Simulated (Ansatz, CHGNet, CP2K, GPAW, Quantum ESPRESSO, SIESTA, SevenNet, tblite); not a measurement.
## C(111) slab, H on the bottom face (80 atoms): runs against a plane-wave reference

The cell holds 80 atoms: 64 C and 16 H. Cell: a = 10.089 Å, b = 10.089 Å, c = 15.664 Å, α = 90.0°, β = 90.0°, γ = 120.0°. It derives from C (diamond-structure). Diamond-structure C (a = 3.567 Å), (111) slab of 4 atomic planes, 4 x 4 surface cells, H on the broken bonds of the bottom face, 12 Å of vacuum; displaced by a Gaussian of 0.02 Å. Then every atom was moved at random, 0.05 Å r.m.s. a Cartesian component (hydrogen 0.6 of that). Regions: slab, 64 atoms (64 C); hydrogen, 16 atoms (16 H). Vacuum lies along c.

Geometry: as built.

The reference, a calculation:

```
method                 : Kohn-Sham DFT, PBE, SSSP efficiency 1.3.0 pseudopotentials, plane waves (Quantum ESPRESSO 7.5); sssp-pbe-1.3.0-efficiency, cutoffs 45/360 Ry, Γ point
r.m.s. force component : 2.005 eV/Å
longest force          : 7.446 eV/Å
time                   : 2.7 min on 4 MPI ranks of Intel Xeon at 2.30GHz, shared host
CPU time               : 10 min
```

Runs, in no order:
A. GPAW PBE, LCAO dzp, h 0.2 Å: Kohn-Sham DFT, PBE, PAW, atomic orbitals (dzp)
B. tblite GFN2-xTB: GFN2-xTB tight binding, diagonalisation
C. SIESTA PBE, DZ, shift 0.01 Ry, mesh 300 Ry: Kohn-Sham DFT, PBE, PseudoDojo 0.4.1 norm-conserving pseudopotentials (converted to PSML), numerical atomic orbitals (DZ), diagonalisation
D. SevenNet l3i5 potential: machine-learned interatomic potential SevenNet l3i5, trained on PBE(+U) plane-wave data

Q: Order them from the smallest to the largest r.m.s. force difference.

A, C, B, D.

```csv
run,"Δ force, r.m.s. (meV/Å)",share of r.m.s. force (%),CPU time
"A. GPAW PBE, LCAO dzp, h 0.2 Å",193,9.61,3.3 min
"C. SIESTA PBE, DZ, shift 0.01 Ry, mesh 300 Ry",316,15.7,2.2 min
B. tblite GFN2-xTB,549,27.4,3.6 s
D. SevenNet l3i5 potential,936,46.7,11 s
```

Periodic xTB results under one method name differ between programs and library versions. With short bonds to hydrogen, sets of potentials differ among themselves by several per cent in forces even at converged cutoffs, so the reference isn't exact here either. Machine-learned potentials mimic data converged in k, so the reference's own k-point error enters their differences. The runs have no spin polarisation, so any moments at edges, vacancies or dangling bonds can't form. The electronic-structure runs sample only Γ, in a cell whose shortest periodic width is 9 Å, which is coarse for a cell with partly filled levels.

[Logs are printed without paths, hosts, clocks, repeated set-up lines and the standing remarks that a program may print on its own settings, such as how far it seeks lower states.]

[Hosts, paths, dates, database ids (printed as entryN), source tags and the programs' standing remarks are cut or masked in the printed files.]
